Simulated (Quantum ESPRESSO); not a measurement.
# SiC (Moissanite 3C): from strain to phonon shift

How far does biaxial strain in the (001) plane shift the zone-centre optical mode of SiC (Moissanite 3C)?

Method: DFT LDA, scalar-relativistic, plane waves, GBRV ultrasoft pseudopotentials, in Quantum ESPRESSO 7.5.

## Step 1: The relaxed structure

The structure is cubic, space group F-43m (No. 216). Conventional cell: a = 4.328 Å, b = 4.328 Å, c = 4.328 Å, α = 90.00°, β = 90.00°, γ = 90.00°. Nearest to Si lie 4 C at 1.87 Å. Nearest to C lie 4 Si at 1.87 Å. Farther neighbours are not listed.

Coordinates:

```
Si C
1.0
    -2.16415    0.00000    2.16415
     0.00000    2.16415    2.16415
    -2.16415    2.16415    0.00000
Si C
1 1
Cartesian
  0.0000 0.0000 0.0000
  -1.0821 1.0821 1.0821
```

This is the cell after its relaxation at this level of theory, not the database cell from which that began.

## Step 2: Uniaxial strain

The relaxed cell is stretched along z alone. This keeps all atoms on sites fixed by symmetry and splits the threefold mode into a singlet, polarised along z, and a doublet. The macroscopic field is left out, so these are transverse modes. Cutoff 55 Ry, k mesh 12×12×12.

From the response at ε_zz = 0.01:

Log:

```text
[banners, grids, parts of the stress and lines that vanish by symmetry left out]
Program PHONON v.7.5
     Reading xml data from directory:

[...]
Exchange-correlation= PZ
                           (   1   1   0   0   0   0   0)
[...]
kinetic-energy cut-off    =      55.0000  Ry
     charge density cut-off    =     440.0000  Ry
     convergence threshold     =      1.0E-18
[...]
Exchange-correlation= PZ
                           (   1   1   0   0   0   0   0)
[...]
q = (   0.0000000   0.0000000   0.0000000 )
      9 Sym.Ops. (with q -> -q+G )
     G cutoff =  376.5624  (  21611 G-vectors)     FFT grid: ( 40, 40, 40)
     G cutoff =  188.2812  (   7671 G-vectors)  smooth grid: ( 27, 27, 27)
     number of k points=   163
[...]
Mode symmetry, D_2d (-42m) point group:
[...]
Representation #   1 mode #   1
[...]
End of self-consistent calculation
     Convergence has been achieved
     Representation #   2 mode #   2
[...]
End of self-consistent calculation
     Convergence has been achieved
     Representation #   3 modes #   3   4
[...]
End of self-consistent calculation
     Convergence has been achieved
     Representation #   4 modes #   5   6
[...]
End of self-consistent calculation
     Convergence has been achieved
[...]
q = (    0.000000000   0.000000000   0.000000000 )
[...]
freq (    1) =      -0.205094 [THz] =      -6.841196 [cm-1]
     freq (    2) =      -0.205094 [THz] =      -6.841196 [cm-1]
     freq (    3) =      -0.194869 [THz] =      -6.500136 [cm-1]
     freq (    4) =      23.644098 [THz] =     788.682200 [cm-1]
     freq (    5) =      23.644098 [THz] =     788.682200 [cm-1]
     freq (    6) =      23.699976 [THz] =     790.546096 [cm-1]
[...]
Mode symmetry, D_2d (-42m) point group:
     freq (   1-   2) =         -6.8  [cm-1]   --> E    X_5  W_3   I+R
     freq (   3-   3) =         -6.5  [cm-1]   --> B_2  X_3  W_2   I+R
     freq (   4-   5) =        788.7  [cm-1]   --> E    X_5  W_3   I+R
     freq (   6-   6) =        790.5  [cm-1]   --> B_2  X_3  W_2   I+R

   JOB DONE.
```

```csv
ε_zz,singlet (cm⁻¹),doublet (cm⁻¹),σ_zz (GPa),σ_xx (GPa)
-0.01,805.84,808.21,-4.139,-1.570
-0.005,802.17,803.28,-2.107,-0.812
0,798.38,798.38,-0.085,-0.085
0.005,794.51,793.52,1.925,0.611
0.01,790.55,788.68,3.925,1.277
```

Stress is counted positive in tension.

## Step 3: The fit

To first order ω² − ω₀² = p ε_zz + q (ε_xx + ε_yy) for the mode along z, and likewise for x and y. With ε_zz alone the singlet gives p and the doublet q.

The linear terms of parabolas through ω² are p = -1.92 ω₀² and q = -2.45 ω₀², with ω₀ = 798.4 cm⁻¹. Those of the stresses are C11 = 403 GPa and C12 = 142 GPa. Under hydrostatic strain p and q imply γ = −(p + 2q)/(6 ω₀²) = 1.13.

A layer held to an in-plane strain ε and free along z takes ε_zz = −2 (C12/C11) ε = -0.706 ε. To first order the singlet then shifts by (q − p C12/C11) ε / ω₀ = -1413 ε cm⁻¹. For ε = 0.004, ε_zz = -0.00282, the formulas for ω² predict 792.70 cm⁻¹ for the singlet and 794.16 cm⁻¹ for the doublet.

## Step 4: A biaxially strained cell

This run was no part of the fit.

Log:

```text
[banners, grids, parts of the stress and lines that vanish by symmetry left out]
[banner, memory and clock lines left out]
Program PHONON v.7.5

[...]
Exchange-correlation= PZ
                           (   1   1   0   0   0   0   0)
[...]
kinetic-energy cut-off    =      55.0000  Ry
     charge density cut-off    =     440.0000  Ry
     convergence threshold     =      1.0E-18
[...]
Exchange-correlation= PZ
                           (   1   1   0   0   0   0   0)
[...]
q = (   0.0000000   0.0000000   0.0000000 )
      9 Sym.Ops. (with q -> -q+G )
     G cutoff =  373.2600  (  21483 G-vectors)     FFT grid: ( 40, 40, 40)
     G cutoff =  186.6300  (   7615 G-vectors)  smooth grid: ( 27, 27, 27)
     number of k points=   163
[...]
Mode symmetry, D_2d (-42m) point group:
[...]
Representation #   1 mode #   1
[...]
End of self-consistent calculation
     Convergence has been achieved
     Representation #   2 mode #   2
[...]
End of self-consistent calculation
     Convergence has been achieved
     Representation #   3 modes #   3   4
[...]
End of self-consistent calculation
     Convergence has been achieved
     Representation #   4 modes #   5   6
[...]
End of self-consistent calculation
     Convergence has been achieved
[...]
q = (    0.000000000   0.000000000   0.000000000 )
[...]
freq (    1) =      -0.225375 [THz] =      -7.517717 [cm-1]
     freq (    2) =      -0.214299 [THz] =      -7.148248 [cm-1]
     freq (    3) =      -0.214299 [THz] =      -7.148248 [cm-1]
     freq (    4) =      23.766203 [THz] =     792.755213 [cm-1]
     freq (    5) =      23.807258 [THz] =     794.124639 [cm-1]
     freq (    6) =      23.807258 [THz] =     794.124639 [cm-1]
[...]
Mode symmetry, D_2d (-42m) point group:
     freq (   1-   1) =         -7.5  [cm-1]   --> B_2  X_3  W_2   I+R
     freq (   2-   3) =         -7.1  [cm-1]   --> E    X_5  W_3   I+R
     freq (   4-   4) =        792.8  [cm-1]   --> B_2  X_3  W_2   I+R
     freq (   5-   6) =        794.1  [cm-1]   --> E    X_5  W_3   I+R
```

```csv
mode,predicted (cm⁻¹),run (cm⁻¹)
singlet,792.70,792.76
doublet,794.16,794.12
```

The stress along z is -0.078 GPa and that in the plane 1.673 GPa; the unstrained cell carries -0.085 GPa.

## Step 5: What came out

```
p (in units of the squared frequency)           : -1.916
q (same units)                                  : -2.446
shift of the singlet per unit of biaxial strain : -1413 cm⁻¹
C11 and C12                                     : 403 and 142 GPa
```

To first order, one per cent of tensile biaxial strain moves the singlet of SiC (Moissanite 3C) by -14.1 cm⁻¹ and the doublet by -10.5 cm⁻¹; the formulas miss the test run by up to 0.06 cm⁻¹. In backscattering from (001) the mode polarised along z is the one seen in diamond and zinc-blende crystals; in a polar crystal it is the LO mode, whose potentials differ somewhat from these. The third potential, r, needs shear strain and a relaxation of the atoms, which was not run. These are harmonic values at zero temperature.

[Host names and launcher messages were left out of these logs when they were recorded.]

[Logs are printed without paths, hosts, clocks, repeated set-up lines and the standing remarks that a program may print on its own settings, such as how far it seeks lower states.]

[Hosts, paths, dates, database ids (printed as entryN), source tags and the programs' standing remarks are cut or masked in the printed files.]
